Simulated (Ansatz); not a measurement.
# Changed inputs in constrained RPA: TiTe2 (1T sheet), part 2 of 2

What does U in TiTe2 (1T sheet) depend on besides the window?

Ansatz 0.2.0; constrained RPA on PBEsol, plane waves, PAW.

So far. Step 3 (Changed: 3×3×1 mesh): On the Ti t2g shell, screening brings the on-site interaction from 15.1 eV down to U = 4.37 eV. Step 4 (Changed: smooth pair densities): On the Ti t2g shell, screening brings the on-site interaction from 15.1 eV down to U = 4.25 eV.

### Step 7. Changed: strain +3%

The cell differs from the one that the last finished run ended in (a 3.698 → 3.809 Å, b 3.698 → 3.809 Å).

input.yaml

```yaml
crystal:
  lattice:
    - [-2.6936646211, 0.0, -2.6936646211]
    - [0.0, 2.6936646211, 2.6936646211]
    - [17.46662, 17.46662, -17.46662]
  atoms:
    - { symbol: Ti, position: [0.0, 0.0, 0.3177617107] }
    - { symbol: Te, position: [0.3333333333, 0.6666666667, 0.3748026759] }
    - { symbol: Te, position: [0.6666666667, 0.3333333333, 0.2607207455] }
  periodic: [true, true, false]
kpoints:
  mp_grid: { grid: [6, 6, 1] }
hamiltonian:
  xc: pbesol
scf:
  occupations: { method: gaussian, width: 0.08 }
  n_extra_bands: 19
  max_iter: 150
  lower_state_search: "off"
output:
  crpa:
    kmesh: [6, 6, 1]
    target_bands: [v6, c3]
    projections:
      - { species: Ti, l: d, shell: 3, orbitals: [dxz, dyz, dxy] }
      - { species: Te, l: p, shell: 5 }
  local_orbitals:
    kmesh: [12, 12, 1]
    orbitals:
      - { species: Ti, l: d, shell: 3, orbitals: [dxz, dyz, dxy] }
      - { species: Te, l: p, shell: 5 }
    window: { bands: [v6, c3] }
    seedname: lo
```

On the command line:

```console
> ansatz run input.yaml --threads 8 --pin off --max-ram 14745MiB --backend cpu --events-out ev --progress --plain --runs-dir out
```

Numbers of over 12 decimals in the logs are rounded to 6 here.

Log:

```text
[...]
Crystal: 3 atoms, lattice volume = 380.204 Å³
Basis set: ecut = 420 eV, 7445 PW (Γ)
Bands: 41, of which v1, the nominal top of the filled ones, is band 22 counted from 1 (21 counted from 0)
Symmetry: 12 space group operations
[...]
k-points: 7 of 36
[...]
screened: U = 3.6261 eV, U' = 2.8582 eV, J = 0.2577 eV
      screened, to within: U = 1.1e-2 eV, U' = 1.1e-2 eV, J = 1.2e-3 eV
      bare: V = 9.3452 eV, V' = 7.8824 eV, J = 0.4373 eV
    Site 2, 5P, 3 of 3 p orbitals (Wannier functions 7, 8, 9; wannier90's mr 1, 2, 3):
      screened: U = 3.6261 eV, U' = 2.8582 eV, J = 0.2577 eV
      screened, to within: U = 1.1e-2 eV, U' = 1.1e-2 eV, J = 1.2e-3 eV
      bare: V = 9.3452 eV, V' = 7.8824 eV, J = 0.4373 eV
[...]
[key lines of the parts left out:]
SCF converged after 8 iterations
Free energy (F): -16278.838478 eV
Fermi energy:    -5.057980 eV
```

Elapsed: 5.1 min, on 8 threads of Arm Neoverse V2, shared host; peak memory 3.3 GiB; 39 min of CPU time.

This step gave:

```yaml
u: 4.206 eV
u_prime_inter_orbital: 3.337 eV
j: 0.4294 eV
bare_v: 15.33 eV
bare_j: 0.5465 eV
stated_bound_on_u: 0.01297 eV
u_over_bare_v: 0.2743
electrons_in_the_window: 12.00
head_of_the_constrained_inverse_dielectric_matrix: 0.6264
least_eigenvalue_of_the_projection_s_overlap: 0.3540
target_functions: 9
bands_in_the_sums: 50
r_m_s_miss_of_the_model_bands: 0.001053 eV
width_of_the_target_bands: 6.033 eV
weight_of_the_projected_orbitals_in_the_window: 0.9493
```

On the Ti t2g shell, screening brings the on-site interaction from 15.3 eV down to U = 4.21 eV.

### Step 8. Changed: LDA

This step: constrained RPA on LDA, plane waves, PAW.

input.yaml, the sections that differ from step 7:

```yaml
crystal:
  lattice:
    - [-2.61520837, 0.0, -2.61520837]
    - [0.0, 2.61520837, 2.61520837]
    - [17.46662, 17.46662, -17.46662]
  atoms:
    - { symbol: Ti, position: [0.0, 0.0, 0.3177617107] }
    - { symbol: Te, position: [0.3333333333, 0.6666666667, 0.3748026759] }
    - { symbol: Te, position: [0.6666666667, 0.3333333333, 0.2607207455] }
  periodic: [true, true, false]
hamiltonian:
  xc: lda
output:
  crpa:
    kmesh: [6, 6, 1]
    target_bands: [v6, c3]
    projections:
      - { species: Ti, l: d, shell: 3, orbitals: [dxz, dyz, dxy] }
      - { species: Te, l: p, shell: 5 }
# kpoints, scf: as in step 7
```

Log:

```text
[...]
Crystal: 3 atoms, lattice volume = 358.379 Å³
Basis set: ecut = 420 eV, 7025 PW (Γ)
Bands: 41, of which v1, the nominal top of the filled ones, is band 22 counted from 1 (21 counted from 0)
Symmetry: 12 space group operations
[...]
k-points: 7 of 36
[...]
screened: U = 3.6674 eV, U' = 2.9006 eV, J = 0.2612 eV
      screened, to within: U = 1.1e-2 eV, U' = 1.1e-2 eV, J = 1.0e-3 eV
      bare: V = 9.4011 eV, V' = 7.9544 eV, J = 0.4421 eV
    Site 2, 5P, 3 of 3 p orbitals (Wannier functions 7, 8, 9; wannier90's mr 1, 2, 3):
      screened: U = 3.6674 eV, U' = 2.9006 eV, J = 0.2612 eV
      screened, to within: U = 1.1e-2 eV, U' = 1.1e-2 eV, J = 1.0e-3 eV
      bare: V = 9.4011 eV, V' = 7.9544 eV, J = 0.4421 eV
[...]
[key lines of the parts left out:]
SCF converged after 7 iterations
Free energy (F): -16106.587598 eV
Fermi energy:    -5.190353 eV
```

Elapsed: 5 min, on 8 threads; peak memory 3.2 GiB.

Numbers from this step:

| Property | Result |
| --- | --- |
| U | 4.235 eV |
| U prime (inter-orbital) | 3.378 eV |
| J | 0.4226 eV |
| bare V | 15.19 eV |
| bare J | 0.5397 eV |
| stated bound on U | 0.01237 eV |
| U over bare V | 0.2788 |
| electrons in the window | 12.00 |
| head of the constrained inverse dielectric matrix | 0.6268 |
| least eigenvalue of the projection's overlap | 0.3391 |
| target functions | 9 |
| bands in the sums | 50 |
| width of the target bands | 6.506 eV |
| weight of the projected orbitals in the window | 0.9486 |

On the Ti t2g shell, screening brings the on-site interaction from 15.2 eV down to U = 4.24 eV.

### Step 9. Side by side

Times are wall times on 8 threads of Arm Neoverse V2, shared host, good to a factor of about two.

| run | bare V (eV) | U (eV) | J (eV) | bound on U (eV) | width (eV) | time |
| --- | --- | --- | --- | --- | --- | --- |
| target window | 15.10 | 4.230 | 0.419 | 0.0123 | 6.60 | 5 min |
| 3×3×1 mesh | 15.12 | 4.365 | 0.417 | 0.0119 | 6.60 | 50 s |
| smooth pair densities | 15.10 | 4.246 | 0.427 | 0.0119 | 6.60 | 4.6 min |
| strain +3% | 15.33 | 4.206 | 0.429 | 0.0130 | 6.03 | 5.1 min |
| LDA | 15.19 | 4.235 | 0.423 | 0.0124 | 6.51 | 5 min |

### Step 10. Summary of results

```yaml
target_window: U 4.23 eV, J 0.42 eV
3x3x1_mesh: U 4.37 eV, J 0.42 eV
smooth_pair_densities: U 4.25 eV, J 0.43 eV
strain_plus_3: U 4.21 eV, J 0.43 eV
lda: U 4.24 eV, J 0.42 eV
```

What this shows: 3×3×1 mesh moves U by +0.14 eV at 0.17 times the time. Smooth pair densities moves U by +0.02 eV (within the solver's bounds, for the mean over orbitals). Strain +3% moves U by −0.02 eV (within the solver's bounds, for the mean over orbitals). LDA moves U by +0.01 eV (within the solver's bounds, for the mean over orbitals). The printed bound covers the solver alone, not the mesh, and no denser mesh than the base was run. The parent state is non-magnetic and the interaction static (zero frequency); U depends on the window and the orbitals, so it belongs to this model alone. A window that holds the anion p bands defines a model with explicit ligands; its U belongs to that model and is not the U of DFT+U.

[Paths, hosts, dates, memory and timing lines, banners, echoed tables and standing remarks are left out of the program output.]

[Logs are printed without paths, hosts, clocks, repeated set-up lines and the standing remarks that a program may print on its own settings, such as how far it seeks lower states.]

[Runs of the session that timed out or met a known fault of the program may be left out.]

[Hosts, paths, dates, database ids (printed as entryN), source tags and the programs' standing remarks are cut or masked in the printed files.]
